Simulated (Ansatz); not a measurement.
# What LiY (built on the sites of a database entry of LiIn) distorts into, part 2 of 3

Which phase does LiY (built on the sites of a database entry of LiIn) fall into along its unstable mode, and how much energy does it gain?

Ansatz 0.2.0; DFT PBEsol, scalar-relativistic, plane waves, PAW.

So far, highest frequency on the path or at a solved wavevector (cm⁻¹): step 2 (the dispersion) 302. Also lowest frequency on the path (cm⁻¹): step 2 -60.6.

The structure was built from a prototype and need not be the compound's stable phase.

### 4. The mode frozen in, largest atomic shift 0.45 Å

The atoms are moved along the unstable eigenvector, the largest shift by 0.45 Å, with the cell fixed.

The input, input.yaml:

```yaml
crystal:
  lattice:
    - [0.0, -3.6938399398, -3.6938399398]
    - [0.0, 3.6938399398, -3.6938399398]
    - [7.3876798796, 0.0, 0.0]
  atoms:
    - { symbol: Li, position: [0.4621958151, 0.4621958151, 0.0] }
    - { symbol: Li, position: [0.0378041849, 0.0378041849, 0.5] }
    - { symbol: Li, position: [-0.0378041849, 0.5378041849, 0.25] }
    - { symbol: Li, position: [0.5378041849, -0.0378041849, 0.75] }
    - { symbol: "Y", position: [0.4390877776, 0.4390877776, 0.5] }
    - { symbol: "Y", position: [0.0609122224, 1.0609122224, 0.0] }
    - { symbol: "Y", position: [-0.0609122224, 0.5609122224, 0.75] }
    - { symbol: "Y", position: [0.5609122224, -0.0609122224, 0.25] }
kpoints:
  mp_grid: { grid: [8, 8, 6] }
hamiltonian:
  xc: pbesol
scf:
  occupations: { method: methfessel_paxton, width: 0.2 }
output:
  forces: true
  stress: true
  eigenvalues: true
```

Launch:

```sh
$ ansatz run input.yaml --threads 4 --pin off --max-ram 14336MiB --backend cpu --events-out ev --progress --plain --runs-dir out
```

Numbers of over 12 decimals in the logs are rounded to 6 here.

Output:

```text
[...]
Crystal: 8 atoms, lattice volume = 201.602 Å³
Basis set: ecut = 420 eV, 3953 PW (Γ), exchange–correlation on 72×72×100 points (8 copies of the dense FFT grid, shifted against one another)
Bands: 36, of which v1, the nominal top of the filled ones, is band 28 counted from 1 (27 counted from 0)
Symmetry: 8 space group operations
[...]
k-points: 60 of 384 (time reversal used)
[...]
k-point 0: bands = [... 24 lower, 5.7077, 5.9500, 6.3553, 6.6028, 6.6145, 6.6145, 6.6290, 6.8503, ... 4 higher]
  k-point 1: bands = [... 24 lower, 5.8988, 6.0175, 6.0726, 6.5963, 6.7212, 6.7846, 6.8101, 6.9329, ... 4 higher]
  k-point 2: bands = [... 24 lower, 5.7345, 5.8111, 6.4270, 6.7013, 6.8962, 6.9379, 7.0552, 7.0889, ... 4 higher]
  k-point 59: bands = [... 24 lower, 5.5093, 5.5093, 5.5093, 5.5093, 6.7870, 6.7870, 6.7870, 6.7870, ... 4 higher]
[key lines of the parts left out:]
SCF converged after 7 iterations
Free energy (F): -15989.992443 eV
Fermi energy:    6.435084 eV
P = ⅓ Tr σ = -0.3635 GPa (-3.635 kbar)
```

Elapsed: 9.6 s, on 4 threads of Arm Neoverse V1, shared host; peak memory 0.64 GiB; 37 s of CPU time.

Numbers from this step:

| Property | Result |
| --- | --- |
| pressure | -0.3635 GPa |
| energy from the undistorted cell | -24.19 meV/atom |

The energy, extrapolated to zero smearing, is -24.19 meV/atom against the undistorted cell.

The run ends at a pressure of -0.36 GPa, with forces up to 0.29 eV/Å.

### 5. Energy along the mode, all amplitudes (two of the runs are shown above)

An imaginary frequency means negative curvature, so the energy should fall and then rise again as anharmonic terms take over.

Numbers from this step:

```yaml
depth_at_the_lowest_point_sampled: 24.19 meV/atom
largest_atomic_shift_at_that_point: 0.45 Å
```

Energy from the parent against largest atomic shift:

| largest atomic shift (Å) | energy from the parent (meV/atom) |
| --- | --- |
| 0.000 | 0 |
| 0.040 | -0.506 |
| 0.080 | -2.01 |
| 0.140 | -6.01 |
| 0.220 | -14.0 |
| 0.320 | -24.0 |
| 0.450 | -24.2 |
| 0.600 | 15.4 |

Displacement at unit largest shift by atom:

| atom | x (Å) | y (Å) | z (Å) | size |
| --- | --- | --- | --- | --- |
| Li1 | 0.00 | 0.00 | 0.62 | 0.62 |
| Li2 | 0.00 | 0.00 | -0.62 | 0.62 |
| Li3 | 0.00 | 0.62 | 0.00 | 0.62 |
| Li4 | 0.00 | -0.62 | 0.00 | 0.62 |
| Y5 | 0.00 | 0.00 | 1.00 | 1.00 |
| Y6 | 0.00 | 0.00 | -1.00 | 1.00 |
| Y7 | 0.00 | 1.00 | 0.00 | 1.00 |
| Y8 | 0.00 | -1.00 | 0.00 | 1.00 |

The lowest of the steps tried is at 0.45 Å, 24.2 meV/atom below the parent; the bottom of the well need not coincide with a step.

### 6. Relaxing from the distorted cell

Starting from the lowest point found, all atoms and the cell are let go, so that strain and other modes of the same symmetry can join in.

input.yaml: that of step 4 with these lines changed.

```diff
@@ -24 +24,6 @@
   eigenvalues: true
+relax:
+  adjacent_minimum: "off"
+  f_tol: 0.002
+  max_steps: 120
+  cell: { stress_tol: 0.03 }
```

Output:

```text
[...]
Crystal: 8 atoms, lattice volume = 201.602 Å³
Basis set: ecut = 420 eV, 3953 PW (Γ), exchange–correlation on 72×72×100 points (8 copies of the dense FFT grid, shifted against one another)
Bands: 36, of which v1, the nominal top of the filled ones, is band 28 counted from 1 (27 counted from 0)
Symmetry: 8 space group operations
[...]
k-points: 60 of 384 (time reversal used)
[...]
SCF iter   1: F=—  HF=-15989.993090 eV  |F-HF|=—  |Δ(HF+E_count)|=         —  Δρ=2.72e-3  dr2=1.30e-2  ethr=1.77e-3  ⟨swp⟩=7.4  Hψ=9937  notcnv=0
[...]
SCF iter   7: F=-15989.992443 eV  HF=-15989.992443 eV  |F-HF|=6.09e-10  |Δ(HF+E_count)|=   2.00e-8  S|Δr|=    0.00e0  Δρ=9.24e-7  dr2=2.07e-9  ethr=1.79e-10  ⟨swp⟩=4.8  Hψ=6944  notcnv=0
SCF 1 converged in 7 iterations: F = -15989.992443 eV  dr2 = 2.07e-9
[...]
relax step   1: F+E_penalty+E_count = -15989.99244286 eV  Δ(F+E_penalty+E_count) = +0.000e0 eV  max|allowed force component| = 2.864e-1 eV/Å  Δτ_max = 0.0000 Å  P = -0.364 GPa  Ω = 201.602 Å³  (7 SCF iters, dr2 threshold 1.00e-7 eV, accepted)
Crystal: 8 atoms, lattice volume = 197.246 Å³
Basis set: ecut = 420 eV, 3847 PW (Γ), exchange–correlation on 72×72×100 points (8 copies of the dense FFT grid, shifted against one another)
[...]
SCF iter   5: F=-15990.039876 eV  HF=-15990.039876 eV  |F-HF|=6.84e-8  |Δ(HF+E_count)|=   1.81e-6  S|Δr|=    0.00e0  Δρ=1.94e-5  dr2=7.22e-7  ethr=1.43e-9  ⟨swp⟩=6.4  Hψ=9788  notcnv=0
SCF 2 converged in 5 iterations: F = -15990.039876 eV  dr2 = 7.22e-7
relax step   2: F+E_penalty+E_count = -15990.03987625 eV  Δ(F+E_penalty+E_count) = -4.743e-2 eV  max|allowed force component| = 3.368e-1 eV/Å  Δτ_max = 0.1948 Å  P = +0.144 GPa  Ω = 197.246 Å³  energy of the carried Pulay correction = +8.938e-5 eV  (5 SCF iters, dr2 threshold 8.00e-7 eV, accepted)
Crystal: 8 atoms, lattice volume = 198.410 Å³
Basis set: ecut = 420 eV, 3887 PW (Γ), exchange–correlation on 72×72×100 points (8 copies of the dense FFT grid, shifted against one another)
[...]
SCF iter   5: F=-15990.130090 eV  HF=-15990.130090 eV  |F-HF|=4.59e-8  |Δ(HF+E_count)|=   6.45e-7  S|Δr|=    0.00e0  Δρ=1.20e-5  dr2=3.38e-7  ethr=1.43e-9  ⟨swp⟩=6.6  Hψ=8919  notcnv=0
SCF 3 converged in 5 iterations: F = -15990.130090 eV  dr2 = 3.38e-7
relax step   3: F+E_penalty+E_count = -15990.13009016 eV  Δ(F+E_penalty+E_count) = -9.021e-2 eV  max|allowed force component| = 6.384e-2 eV/Å  Δτ_max = 0.1073 Å  P = -0.021 GPa  Ω = 198.410 Å³  energy of the carried Pulay correction = +6.516e-5 eV  (5 SCF iters, dr2 threshold 8.00e-7 eV, accepted)
[...]
relax step   4: F+E_penalty+E_count = -15990.18808102 eV  Δ(F+E_penalty+E_count) = -5.799e-2 eV  max|allowed force component| = 4.250e-2 eV/Å  Δτ_max = 0.0602 Å  P = +0.075 GPa  Ω = 199.211 Å³  energy of the carried Pulay correction = +4.865e-5 eV  (5 SCF iters, dr2 threshold 8.00e-7 eV, accepted)
[...]
relax step   5: F+E_penalty+E_count = -15990.19090764 eV  Δ(F+E_penalty+E_count) = -2.827e-3 eV  max|allowed force component| = 2.092e-2 eV/Å  Δτ_max = 0.0234 Å  P = +0.025 GPa  Ω = 199.881 Å³  energy of the carried Pulay correction = +3.492e-5 eV  (5 SCF iters, dr2 threshold 1.13e-7 eV, accepted)
[...]
relax step   6: F+E_penalty+E_count = -15990.19128387 eV  Δ(F+E_penalty+E_count) = -3.762e-4 eV  max|allowed force component| = 5.497e-3 eV/Å  Δτ_max = 0.0122 Å  P = -0.010 GPa  Ω = 200.228 Å³  energy of the carried Pulay correction = +2.784e-5 eV  (5 SCF iters, dr2 threshold 2.74e-8 eV, accepted)
[...]
relax step   7: F+E_penalty+E_count = -15990.19133430 eV  Δ(F+E_penalty+E_count) = -5.043e-5 eV  max|allowed force component| = 3.271e-4 eV/Å  Δτ_max = 0.0025 Å  P = -0.001 GPa  Ω = 200.123 Å³  energy of the carried Pulay correction = +2.998e-5 eV  (5 SCF iters, dr2 threshold 1.89e-9 eV, accepted)
Basis set: ecut = 420 eV, 3899 PW (Γ), exchange–correlation on 80×80×90 points (8 copies of the dense FFT grid, shifted against one another)
[...]
SCF iter   6: F=-15990.191215 eV  HF=-15990.191215 eV  |F-HF|=1.82e-12  |Δ(HF+E_count)|=  2.73e-11  S|Δr|=    0.00e0  Δρ=4.57e-8  dr2=5.58e-12  ethr=1.00e-12  ⟨swp⟩=4.1  Hψ=8579  notcnv=0
SCF 8 converged in 6 iterations: F = -15990.191215 eV  dr2 = 5.58e-12
relax step   8: F+E_penalty+E_count = -15990.19121494 eV  Δ(F+E_penalty+E_count) = +1.194e-4 eV  max|allowed force component| = 3.298e-4 eV/Å  Δτ_max = 0.0000 Å  P = -0.002 GPa  Ω = 200.123 Å³  stress off target by 2.87e-3 GPa  SCF on the basis re-selected at this cell (its energy is not comparable with the rows above)  (6 SCF iters)
basis re-selected at this cell: Δ(F+E_penalty+E_count) = +1.194e-4 eV, ΔP = -0.001 GPa vs the last step (what re-selecting the basis moved, of the pressure what is left beyond the Pulay correction that the steps carried, after the strain that the cell walked since its last selection, with what the two solves' SCF thresholds leave and, on support functions, any second-order correction that the steps lacked; it is no measure of the basis error at this ecutwfc). The dense FFT grid was sized anew with the basis: this SCF ran on 40×40×45 points, the steps before it on 36×36×50, so part of this shift can come from that change (see relax.cell in the input reference). [rest of the remark cut]
SCF converged after 6 iterations
[...]
Free energy (F): -15990.191215 eV
[...]
Internal energy: -15990.212937 eV  (E = F + TS)
E sigma→0 (E₀):  -15990.196645 eV
Entropy (-TS):   0.021722 eV (2.715 meV/atom)
Fermi energy:    6.520539 eV
[...]
--- Forces (eV/Å), atoms counted from 1 ---
  atom   1  Li     0.00000000    -0.00000000    -0.00030976
  atom   2  Li     0.00000000    -0.00000000     0.00030976
  atom   3  Li     0.00000000    -0.00030976     0.00000000
  atom   4  Li    -0.00000000     0.00030976    -0.00000000
  atom   5  Y     -0.00000000     0.00000000    -0.00032979
  atom   6  Y      0.00000000     0.00000000     0.00032979
  atom   7  Y      0.00000000    -0.00032979     0.00000000
  atom   8  Y      0.00000000     0.00032979     0.00000000
  max |Σ_I F_I| component: 3.34e-17 eV/Å
--- Stress (GPa, compression-positive) ---
        0.000861       0.000000       0.000000
        0.000000      -0.002874      -0.000000
        0.000000      -0.000000      -0.002874
  P = ⅓ Tr σ = -0.0016 GPa (-0.016 kbar)
--- Band table (eV; the first three rows and the last of 60) ---
  k-point 0: bands = [... 24 lower, 5.8260, 5.9606, 6.4257, 6.5534, 6.6741, 6.6741, 6.7764, 7.0437, ... 4 higher]
  k-point 1: bands = [... 24 lower, 5.8559, 6.2113, 6.2192, 6.6953, 6.7053, 6.8053, 6.9414, 7.0869, ... 4 higher]
  k-point 2: bands = [... 24 lower, 5.7123, 5.9219, 6.5190, 6.8067, 6.9006, 6.9861, 7.0288, 7.1083, ... 4 higher]
  k-point 59: bands = [... 24 lower, 5.5248, 5.5248, 5.5248, 5.5248, 6.9026, 6.9026, 6.9026, 6.9026, ... 4 higher]
--- Relaxed structure (7 steps of the walk, 7 accepted, 1 SCFs on fresh bases) ---
  F+E_penalty+E_count = -15990.19121494 eV   max|allowed force component| = 3.298e-4 eV/Å   (the final SCF, on the basis selected at the relaxed cell)
  cell:  # Å, volume = 200.1227 Å³
    - [0, -3.870895, -3.870895]
    - [0, 3.870895, -3.870895]
    - [6.677956, 0, 0]
  atoms:
    - { symbol: Li, position: [0.462743, 0.462743, 0] }
    - { symbol: Li, position: [0.037257, 0.037257, 0.500000] }
    - { symbol: Li, position: [-0.037257, 0.537257, 0.250000] }
    - { symbol: Li, position: [0.537257, -0.037257, 0.750000] }
    - { symbol: Y, position: [0.429939, 0.429939, 0.500000] }
    - { symbol: Y, position: [0.070061, 1.070061, 0] }
    - { symbol: Y, position: [-0.070061, 0.570061, 0.750000] }
    - { symbol: Y, position: [0.570061, -0.070061, 0.250000] }
```

Elapsed: 86 s, on 4 threads; peak memory 0.7 GiB; 5.6 min of CPU time.

The steps of the relaxation:

| step | energy less that of the first step (eV) | largest force component (eV/Å) | pressure (GPa) | volume (Å³) |
| --- | --- | --- | --- | --- |
| 1 | 0.0000 | 0.2864 | -0.36 | 201.60 |
| 2 | -0.0474 | 0.3368 | 0.14 | 197.25 |
| 3 | -0.1376 | 0.0638 | -0.02 | 198.41 |
| 4 | -0.1956 | 0.0425 | 0.07 | 199.21 |
| 5 | -0.1985 | 0.0209 | 0.02 | 199.88 |
| 6 | -0.1988 | 0.0055 | -0.01 | 200.23 |
| 7 | -0.1989 | 0.0003 | 0.00 | 200.12 |
| 8* | -0.1988 | 0.0003 | 0.00 | 200.12 |

Relaxation steps marked * repeat the geometry before them on a plane-wave basis chosen anew for their cell, so energy and pressure can jump there.

Forces are held to the 8 operations that the run works with; a distortion that breaks them can't arise in this run.

| conventional cell, symmetrised | before | after | change |
| --- | --- | --- | --- |
| a (Å) | 5.224 | 5.474 | +4.8 % |
| b (Å) | 5.224 | 5.474 | +4.8 % |
| c (Å) | 7.388 | 6.678 | -9.6 % |
| volume (Å³/atom) | 25.20 | 25.02 | -0.7 % |

The atoms that moved most (Å, as changes of fractional coordinates times the final cell):

| atom | dx | dy | dz | length |
| --- | --- | --- | --- | --- |
| Y8 | 0.000 | -0.071 | 0.000 | 0.071 |
| Y6 | 0.000 | 0.000 | -0.071 | 0.071 |
| Y7 | 0.000 | 0.071 | 0.000 | 0.071 |
| Y5 | 0.000 | 0.000 | 0.071 | 0.071 |

The relaxed structure:

```cif
data_structure
_symmetry_space_group_name_H-M 'P 1'
_symmetry_Int_Tables_number 1
_cell_length_a 5.4743
_cell_length_b 5.4743
_cell_length_c 6.6780
_cell_angle_alpha 90.000
_cell_angle_beta 90.000
_cell_angle_gamma 90.000
_cell_volume 200.12
loop_
_atom_site_label
_atom_site_type_symbol
_atom_site_fract_x
_atom_site_fract_y
_atom_site_fract_z
_atom_site_occupancy
Li1 Li 0.46274 0.46274 0.00000 1
Li2 Li 0.03726 0.03726 0.50000 1
Li3 Li 0.96274 0.53726 0.25000 1
Li4 Li 0.53726 0.96274 0.75000 1
Y5 Y 0.42994 0.42994 0.50000 1
Y6 Y 0.07006 0.07006 0.00000 1
Y7 Y 0.92994 0.57006 0.75000 1
Y8 Y 0.57006 0.92994 0.25000 1
```

This step gave:

- pressure: -0.001629 GPa
- volume per atom: 25.02 Å³

The distorted start has space group P4_32_12; the relaxation ends in P4_32_12.

### 7. The new phase in its own primitive cell

The relaxed structure is symmetrised, reduced to its primitive cell and relaxed tightly, as its phonons need.

The input, input.yaml:

```yaml
crystal:
  lattice:
    - [5.4742719021, 0.0, 0.0]
    - [0.0, 5.4742719021, 0.0]
    - [0.0, 0.0, 6.6779560602]
  atoms:
    - { symbol: Li, position: [0.2127428611, 0.2127428611, 0.0] }
    - { symbol: Li, position: [0.7872571389, 0.7872571389, 0.5] }
    - { symbol: Li, position: [0.7127428611, 0.2872571389, 0.25] }
    - { symbol: Li, position: [0.2872571389, 0.7127428611, 0.75] }
    - { symbol: "Y", position: [0.1799393788, 0.1799393788, 0.5] }
    - { symbol: "Y", position: [0.8200606212, 0.8200606212, 0.0] }
    - { symbol: "Y", position: [0.6799393788, 0.3200606212, 0.75] }
    - { symbol: "Y", position: [0.3200606212, 0.6799393788, 0.25] }
kpoints:
  mp_grid: { grid: [8, 8, 6] }
hamiltonian:
  xc: pbesol
scf:
  occupations: { method: methfessel_paxton, width: 0.2 }
output:
  forces: true
  stress: true
  eigenvalues: true
relax:
  adjacent_minimum: "off"
  f_tol: 0.001
  max_steps: 60
  cell: { stress_tol: 0.01 }
```

Output:

```text
[...]
Crystal: 8 atoms, lattice volume = 200.123 Å³
Basis set: ecut = 420 eV, 3899 PW (Γ), exchange–correlation on 80×80×90 points (8 copies of the dense FFT grid, shifted against one another)
Bands: 36, of which v1, the nominal top of the filled ones, is band 28 counted from 1 (27 counted from 0)
Symmetry: 8 space group operations
[...]
k-points: 60 of 384 (time reversal used)
[...]
atoms:
    - { symbol: Li, position: [0.212743, 0.212743, 0.0] }
    - { symbol: Li, position: [0.787257, 0.787257, 0.5] }
    - { symbol: Li, position: [0.7127428611, 0.2872571389, 0.25] }
    - { symbol: Li, position: [0.2872571389, 0.7127428611, 0.75] }
    - { symbol: Y, position: [0.1799393788, 0.1799393788, 0.5] }
    - { symbol: Y, position: [0.820061, 0.820061, 0.0] }
    - { symbol: Y, position: [0.6799393788, 0.3200606212, 0.75] }
    - { symbol: Y, position: [0.3200606212, 0.6799393788, 0.25] }
[key lines of the parts left out:]
SCF converged after 6 iterations
Free energy (F): -15990.191215 eV
Fermi energy:    6.520539 eV
P = ⅓ Tr σ = -0.0016 GPa (-0.016 kbar)
```

It took 23 s on 4 threads; peak memory 0.69 GiB.

Little changed from the start: no atom moved by 0.005 Å and no cell edge by 0.1 %.

The largest force component left is 0.23 meV/Å and the pressure is -0.002 GPa, within the tolerances set. The cell now holds 25.02 Å³/atom.

(Part 2 of 3 ends here.)

[Logs are printed without paths, hosts, clocks, repeated set-up lines and the standing remarks that a program may print on its own settings, such as how far it seeks lower states.]

[Hosts, paths, dates, database ids (printed as entryN), source tags and the programs' standing remarks are cut or masked in the printed files.]
